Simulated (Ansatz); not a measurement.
# CaO (Fm-3m):Pb_Ca, thermodynamic levels from a 54-atom cell

Wanted: the transition levels of a substitutional impurity in CaO (Fm-3m), from a cell of 54 host atoms with 1 Ca taken out and 1 Pb put in.

Method: place-levels on r2SCAN runs: charge-transition levels and formation energies with image-charge correction and potential alignment at the atomic sites; PAW set soft_1, in Ansatz 0.2.0.

## 1. Set-up

The cell holds 54 atoms: 26 Ca, 27 O and 1 Pb. Its edges and angles: a = 10.173 Å, b = 10.173 Å, c = 10.173 Å, α = 60.0°, β = 60.0°, γ = 60.0°. It derives from CaO (space group Fm-3m). Nearest the centre at fractional (0.667, 0.667, 0.333): Pb51 at 0.00 Å, O28 at 2.40 Å, O44 at 2.40 Å, O32 at 2.40 Å, O34 at 2.40 Å, O46 at 2.40 Å, O50 at 2.40 Å, Ca21 at 3.39 Å.

Known beforehand: the electronic dielectric constant, 3.85, and the static one, 16.67, computed on the host (DFPT, PBEsol, on the r2SCAN cell), and a cell off the functional's own equilibrium shifts the ionic part.

The cell's shortest repeat is 10.2 Å.

## 2. Charge states

A transition level is the Fermi level at which two charge states cost the same, so each charge needs its own total energy, at its own relaxed structure.

Random displacements of about 0.05 Å break the site symmetry at the start, so that the relaxation can reach a distorted minimum if there is one. Forces are taken at one point at (¼, ¼, ¼). The cell holds 1 electron more than the neutral one, with a uniform background that keeps it neutral on the whole. The electron count is odd, so at least one spin is unpaired; this run locks the moment at 1 μB.

The sampling was tested on the host first: at the k-points planned (1x1x1 shifted 0.25 0.25 0.25) its energy lies 0.005 eV an atom from the dense-mesh value, under the bound of 0.02 eV set for this test; that bounds the host's error, not the defect's.

One of the inputs; charge, spin and start change from state to state.

File qm1_M1.relax/input.yaml:

```yaml
crystal:
  lattice:
    - [0.0, 7.19307716, 7.19307716]
    - [7.19307716, 0.0, 7.19307716]
    - [7.19307716, 7.19307716, 0.0]
  atoms:
    - { symbol: Ca, position: [0.0, 0.0, 0.0] }
    - { symbol: O, position: [0.16666667, 0.16666667, 0.16666667] }
[... 6 atom lines left out ...]
    - { symbol: Ca, position: [0.0, 0.33333333, 0.33333333] }
[... 3 atom lines left out ...]
    - { symbol: Ca, position: [0.0, 0.66666667, 0.0] }
[... 1 atom line left out ...]
    - { symbol: Ca, position: [0.0, 0.66666667, 0.33333333] }
[... 5 atom lines left out ...]
    - { symbol: Ca, position: [0.33333333, 0.0, 0.33333333] }
[... 4 atom lines left out ...]
    - { symbol: O, position: [0.5, 0.5, 0.16666667] }
[... 1 atom line left out ...]
    - { symbol: O, position: [0.5, 0.5, 0.5] }
[... 3 atom lines left out ...]
    - { symbol: O, position: [0.5, 0.83333333, 0.16666667] }
    - { symbol: Ca, position: [0.33333333, 0.66666667, 0.33333333] }
    - { symbol: O, position: [0.5, 0.83333333, 0.5] }
    - { symbol: Ca, position: [0.33333333, 0.66666667, 0.66666667] }
[... 1 atom line left out ...]
    - { symbol: Ca, position: [0.66666667, 0.0, 0.0] }
[... 1 atom line left out ...]
    - { symbol: Ca, position: [0.66666667, 0.0, 0.33333333] }
[... 4 atom lines left out ...]
    - { symbol: O, position: [0.83333333, 0.5, 0.16666667] }
    - { symbol: Ca, position: [0.66666667, 0.33333333, 0.33333333] }
    - { symbol: O, position: [0.83333333, 0.5, 0.5] }
    - { symbol: Ca, position: [0.66666667, 0.33333333, 0.66666667] }
[... 1 atom line left out ...]
    - { symbol: Ca, position: [0.66666667, 0.66666667, 0.0] }
    - { symbol: O, position: [0.83333333, 0.83333333, 0.16666667] }
    - { symbol: Pb, position: [0.66666667, 0.66666667, 0.33333333] }
[... 1 atom line left out ...]
    - { symbol: Ca, position: [0.66666667, 0.66666667, 0.66666667] }
    - { symbol: O, position: [0.83333333, 0.83333333, 0.83333333] }
  host:
    repeats: [3, 3, 3]
    atoms:
      - { symbol: Ca, position: [0.0, 0.0, 0.0] }
      - { symbol: O, position: [0.5, 0.5, 0.5] }
total_charge: -1
basis:
  ecutwfc: 500
  xc_grid: 2
hamiltonian:
  xc: r2scan
  pseudopotentials: { kind: paw, azcp: { folder: soft_1 } }
kpoints:
  mp_grid: { grid: [1, 1, 1], shift: [0.25, 0.25, 0.25] }
magnetization:
  spin_polarized: true
  initial_magnetization: 1
  spin_locking: { lock_magnetization: hard }
scf:
  occupations: { method: fixed }
  max_iter: 60
output:
  forces: true
  charged_corrections:
    epsilon: 3.85
    static_epsilon: 16.67
    defect_position: [0.666667, 0.666667, 0.333333]
relax:
  f_tol: 0.02
  max_steps: 80
  random_displacement: { amplitude: 0.05, seed: 5404 }
checkpoint:
  write: "../qm1_M1.relax.run"
  compress: false
  write_wavefunctions: true
  write_every: 100000
```

Started as:

```sh
> ansatz run input.yaml --threads 4 --pin off --max-ram 7536MiB --backend cpu --events-out ev --progress --plain --runs-dir out
```

The relaxed structure is kept and the sampling changed to a 2×2×2 shifted mesh.

The run of this state that the levels use, under r2SCAN:

File qm1_M1.point/input.yaml:

```yaml
crystal:
  checkpoint: "../qm1_M1.relax.run"
  host: checkpoint
total_charge: -1
basis:
  ecutwfc: 500
  xc_grid: 2
hamiltonian:
  xc: r2scan
  pseudopotentials: { kind: paw, azcp: { folder: soft_1 } }
kpoints:
  mp_grid: { grid: [2, 2, 2], shift: [0.5, 0.5, 0.5] }
magnetization:
  spin_polarized: true
  initial_magnetization: 1
  spin_locking: { lock_magnetization: hard }
scf:
  occupations: { method: fermi_dirac, width: 0.01 }
  max_iter: 60
output:
  forces: true
  eigenvalues: true
  charged_corrections:
    epsilon: 3.85
    static_epsilon: 16.67
    defect_position: [0.666667, 0.666667, 0.333333]
  eigenstates: { localisation: true }
  populations: true
  efg: {}
  band_densities: [{ bands: [v1, v1] }, { bands: [c1, c1] }]
  write_density: true
  write_potential: true
  volumetric_format: npy
checkpoint:
  read: "../qm1_M1.relax.run"
  write: "../qm1_M1.point.run"
  compress: false
  write_wavefunctions: false
  write_every: 100000
```

Relaxations under r2SCAN at one point at (¼, ¼, ¼); times on 4 threads of Arm Neoverse V1, shared host:

```
charge  moment (μB)  occupations    outcome  steps  largest displacement against the far atoms (Å)     time
    −1            1        fixed  converged      6                                            0.12    4 min
     0            0        fixed  converged      6                                            0.12  1.8 min
    +1            1        fixed  converged      4                                            0.03    3 min
```

Single points under r2SCAN at a 2×2×2 shifted mesh; times on 4 threads of Arm Neoverse V1, shared host:

```
charge  moment (μB)  occupations    outcome     time
    −1            1  fermi-dirac  converged  4.4 min
     0            0  fermi-dirac  converged  1.7 min
    +1            1  fermi-dirac  converged    4 min
```

Distances (Å) from Pb51 to the nearest atoms after relaxation with r2SCAN:

```
charge  moment (μB)      1.      2.      3.      4.      5.      6.
    −1            1  O 2.52  O 2.52  O 2.52  O 2.52  O 2.52  O 2.52
     0            0  O 2.51  O 2.51  O 2.51  O 2.51  O 2.51  O 2.52
    +1            1  O 2.41  O 2.41  O 2.41  O 2.41  O 2.41  O 2.41
```

## 3. Placing the levels, r2SCAN

A charged cell interacts with its images and the background, and its potential has another zero than the host's. place-levels removes the first by a point-charge model, screened by the static dielectric constant since the ions have relaxed around the charge, and the second by comparing potentials at atoms far from the defect.

The host is a run of the defect-free crystal in the same cutoffs, grids and k-points, so that basis and sampling errors cancel in part in the differences. The host is run in a cell of 2 atoms on a matching mesh. Its band edges are searched through the zone by a band path, so the gap is smaller than, or equal to, that on the mesh. Chemical potentials are energies per atom of Ca (fcc) and Pb (fcc), run with the same functional and cutoff.

File levels.point.yaml:

```yaml
host:
  run: host.point.run
states: [qm1_M1.point.run, q0.point.run, qp1_M1.point.run]
geometry_from:
  qm1_M1.point.run: qm1_M1.relax.run
  q0.point.run: q0.relax.run
  qp1_M1.point.run: qp1_M1.relax.run
chemical_potentials:
  Ca:
    energy: -1821.671293
    dataset: <sha256 of the dataset>
  Pb:
    energy: -11922.911313
    dataset: "<sha256 of the dataset>"
epsilon: 3.85
static_epsilon: 16.67
vertical:
  - { from: qm1_M1.point.run, to: qm1_M1.point_neutral.run }
  - { from: qp1_M1.point.run, to: qp1_M1.point_neutral.run }
```

Started as:

```sh
> ansatz place-levels levels.point.yaml -- --threads 4 --pin off --max-ram 7536MiB
```

Numbers of over 12 decimals in the logs are rounded to 6 here.

What it wrote:

```text
[... repeated set-up lines and file paths are left out, and long positions are rounded to six places ...]
(+1/0) 1.183 eV above the valence edge, 3.015 eV under the conduction edge
(0/-1) 4.229 eV above the valence edge (+4.614 eV without the band-filling correction), in the conduction band
formation energy of charge +1: +3.501 eV with the Fermi level at the valence edge
formation energy of charge 0: +4.683 eV with the Fermi level at the valence edge
formation energy of charge -1: +8.912 eV with the Fermi level at the valence edge
vertical -1 to 0: no energy, since no alignment is typed
  the change from vertical[0].from (qm1_M1.point.run) to vertical[0].to (qm1_M1.point_neutral.run): by its potential at epsilon 3.85 it stands at 0.167 0.168 0.834, with an rms radius of about 6.4 Å (3.7 3.7 3.7 Å across the planes of the cell's vectors); [...]
vertical +1 to 0: no energy, since no alignment is typed
  the change from vertical[1].from (qp1_M1.point.run) to vertical[1].to (qp1_M1.point_neutral.run): by its potential at epsilon 3.85 it stands at 0.667 0.667 0.333, with an rms radius of about 2.5 Å (1.5 1.5 1.5 Å across the planes of the cell's vectors); [...]
  edges by r2scan, gap 4.197 eV; the host is sampled to repeats of 20.35 Å
  the defect's cells are sampled to repeats of 20.35 Å, like sampling
  charge +1: -74745.7069 eV with its correction of +0.352 eV, at epsilon 16.67, aligned at sites: +0.2142 eV, mean over 21 atomic sites at or beyond 5.09 Å from the defect at [0.6667, 0.6667, 0.3333], with -0.000000 for the charge's moments and without [...]
  charge 0: +0.000 eV for its dipole among its images, +0.000 omitted
  charge -1: -74725.0361 eV with its correction of -0.118 eV, at epsilon 16.67, aligned at sites: +0.2560 eV, mean over 21 atomic sites at or beyond 5.09 Å from the defect at [0.6667, 0.6667, 0.3333], with -0.000000 for the charge's moments and without [...]
  of states[2] (qp1_M1.point.run): it parts from the run at its places by a charge that spreads by about 1.5 Å along one vector (1.4 Å or more is wide), by its potential at epsilon 3.85, taken for that of held ions (one typed too small widens it), where the [...]
  of states[1] (q0.point.run): its alignment with the host at atomic sites is doubtful: the cell is too small to show whether the defect's potential has decayed: take a larger one
  of states[0] (qm1_M1.point.run): it parts from the run at its places by a charge that spreads by about 3.7 Å along one vector (1.4 Å or more is wide), by its potential at epsilon 3.85, taken for that of held ions (one typed too small widens it), where the [...]
  of vertical[0].from (qm1_M1.point.run): its moments are held at its close (magnetization.spin_locking), by a field of 0.060 eV a Bohr magneton, and its energy and levels are of the state that this holds: a run that lets them go can end lower; [...]
  of vertical[1].from (qp1_M1.point.run): stability_check_not_made; [...]
```

Elapsed: 0.35 s, on 4 threads of Arm Neoverse V1, shared host.

Levels between the charges placed, in eV above the valence top:

```
        gap (eV)  (+1/0)  (0/−1)
r2SCAN      4.20    1.18    4.23
```

Corrections by state:

```
charge  moment (μB)  image terms and alignment (eV)  band filling (eV)  ε used  over the lowest of its charge, as the program ranks them, band filling apart (eV)
    +1          1.0                           0.352                  -   16.67                                                                              0.000
     0          0.0                           0.000                  -       -                                                                              0.000
    −1          1.0                          -0.118             -0.386   16.67                                                                              0.000
```

The charged structures listed were also run neutral, and place-levels reads from each pair, by the potential or the spins, how wide the charge is by which they differ; that can be the carrier of either run.

```
charge  rms radius (Å)  spread where it is widest against the cell (Å)  wide from (Å)  reading
    +1             2.5                                            1.47           1.44     wide
    −1             6.4                                            3.71           1.44     wide
```

The neutral runs of these pairs need not share the spin of the lowest neutral state, and very wide values only mean spread over the cell.

From the program's caveats on the states, each cut to its opening words:

- charge +1 (1 μB): it parts from the run at its places by a charge that spreads by about 1.5 Å along one vector (1.4 Å or more is wide), by its potential at epsilon 3.85, taken [...]
- charge +1 (1 μB), 0, −1 (1 μB): its alignment with the host at atomic sites is doubtful: the cell is too small to show whether the defect's potential has decayed: take a larger one
- charge +1 (1 μB), −1 (1 μB): flagged: stability check not made
- charge −1 (1 μB): it parts from the run at its places by a charge that spreads by about 3.7 Å along one vector (1.4 Å or more is wide), by its potential at epsilon 3.85, taken [...]
- charge −1 (1 μB): a band-filling correction moves a carrier to the host's band edge, which changes its energy by -0.386 eV
- charge −1 (1 μB): its moments are held at its close (magnetization.spin_locking), by a field of 0.060 eV a Bohr magneton, and its energy and levels are of the state that this [...]

The host's formation energy from the elements is -3.216 eV per atom; it sets how far the chemical potentials can move.

Limit set by the element alone; other compounds of these elements are not counted. Chemical potentials from the elements' reference states: Ca 0.00 eV, O -6.43 eV, Pb 0.00 eV. Formation energies (Ca-rich), with the Fermi level at the valence top and at the conduction bottom (gap 4.20 eV):

```
charge  at valence top (eV)  at conduction bottom (eV)  correction included (eV)
    +1                 3.50                       7.70                      0.35
     0                 4.68                       4.68                      0.00
    −1                 8.91                       4.71                     -0.50
```

Fermi level (eV), lowest formation energy (eV) and a bar from the least value:
```
     0.00       3.50 
     0.38       3.88 ##########
     0.76       4.26 ###################
     1.14       4.64 #############################
     1.53       4.68 ##############################
     1.91       4.68 ##############################
     2.29       4.68 ##############################
     2.67       4.68 ##############################
     3.05       4.68 ##############################
     3.43       4.68 ##############################
     3.82       4.68 ##############################
     4.20       4.68 ##############################
```

Limit set by the element alone; other compounds of these elements are not counted. Chemical potentials from the elements' reference states: O 0.00 eV, Ca -6.43 eV, Pb 0.00 eV. Formation energies (O-rich), with the Fermi level at the valence top and at the conduction bottom (gap 4.20 eV):

```
charge  at valence top (eV)  at conduction bottom (eV)  correction included (eV)
    +1                -2.93                       1.27                      0.35
     0                -1.75                      -1.75                      0.00
    −1                 2.48                      -1.72                     -0.50
```

(Fermi level (eV), lowest formation energy (eV)): (0.00, -2.93), (0.38, -2.55), (0.76, -2.17), (1.14, -1.79), (1.53, -1.75), (1.91, -1.75), (2.29, -1.75), (2.67, -1.75), (3.05, -1.75), (3.43, -1.75), (3.82, -1.75), (4.20, -1.75)

## 4. Effect of the sampling

The relaxations' own energies give the levels at their sampling, for comparison.

File levels.relax_mesh.yaml:

```yaml
host:
  run: host.relax.run
states: [qm1_M1.relax.run, q0.relax.run, qp1_M1.relax.run]
chemical_potentials:
  Ca:
    energy: -1821.671293
    dataset: <sha256 of the dataset>
  Pb:
    energy: -11922.911313
    dataset: "<sha256 of the dataset>"
```

Started as:

```sh
> ansatz place-levels levels.relax_mesh.yaml -- --threads 4 --pin off --max-ram 7536MiB
```

What it wrote:

```text
(+1/0) 1.149 eV above the valence edge, 3.034 eV under the conduction edge
[...]
formation energy of charge +1: +3.502 eV with the Fermi level at the valence edge
formation energy of charge 0: +4.651 eV with the Fermi level at the valence edge
formation energy of charge -1: +8.874 eV with the Fermi level at the valence edge
  edges by r2scan, gap 4.183 eV; the host is sampled to repeats of 10.17 Å
[... the lines on each state left out ...]
```

Wall time 0.12 s (4 threads).

Levels between neighbouring charges, in eV above the valence top:

```
                        gap (eV)  (+1/0)  (0/−1)
one point at (¼, ¼, ¼)      4.18    1.15    4.22
  a 2×2×2 shifted mesh      4.20    1.18    4.23
```

Going from one point at (¼, ¼, ¼) to a 2×2×2 shifted mesh moves the levels that carry no band-filling term by up to 0.03 eV and formation energies against the elements by up to 0.04 eV; band-filling terms, which differ between samplings, are in these energies.

## 5. Outcome

| Quantity | Value |
| --- | --- |
| gap of the host | 4.20 eV (r2SCAN) |
| level (plus 1/0) | 1.18 eV above the valence top |
| level (0/minus 1) | 4.23 eV above the valence top, past the conduction bottom (4.61 eV above the valence top without the band-filling term) |
| lowest of the charges placed, just above the valence top (0.02 eV) | +1 |
| lowest of the charges placed, just below the conduction bottom (0.02 eV) | 0 |
| lowest formation energy at mid-gap of the charges run, Ca-rich | 4.68 eV |
| lowest formation energy at mid-gap of the charges run, O-rich | -1.75 eV |

In words: Of the charges placed (−1, 0 and +1), the lowest changes at 1.18 eV (+1/0) above the valence top, in a gap of 4.20 eV. Charges above +1 were not placed, so these runs say nothing of levels that involve them. States placed: +1 at 1 μB; 0 at 0 μB; −1 at 1 μB. Other spin states or structures, where not listed, weren't placed. The program finds carriers beyond a band edge of the host and adds a band-filling term at charge −1 (-0.39 eV); steps to such a charge show no bound level, and a defect level inside a band would be read the same way. Pb is taken at its element; compounds, which aren't counted here, bound the chemical potentials and would shift these formation energies. The lowest formation energy (O-rich) is negative across the gap, so the defect would form by itself: these chemical potentials lie beyond what competing compounds allow, or the host is unstable against it. Going from one point at (¼, ¼, ¼) to a 2×2×2 shifted mesh moves the levels that carry no band-filling term by up to 0.03 eV and formation energies against the elements by up to 0.04 eV; band-filling terms, which differ between samplings, are in these energies. The program doubts the alignment of potentials for at least one state, a sign that the cell is small. Limits: r2SCAN makes the gap too small and tends to spread out bound carriers; where a gas molecule sets a chemical potential or the host's formation energy, its binding is uncorrected; spin–orbit coupling, which can matter with heavy atoms, is left out.

[Logs are printed without paths, hosts, clocks, repeated set-up lines and the standing remarks that a program may print on its own settings, such as how far it seeks lower states.]

[Hosts, paths, dates, database ids (printed as entryN), source tags and the programs' standing remarks are cut or masked in the printed files.]

[Where a table of states has a column of steps, it counts the stored structures, which are thinned; the runs took as many ionic steps or more.]

[A defect's name tells the site on which it was built; relaxed atoms can leave that site.]

[For some hosts the program warned that the k-mesh of the response run may be too coarse for force constants and the static dielectric constant; such warnings are not shown here.]
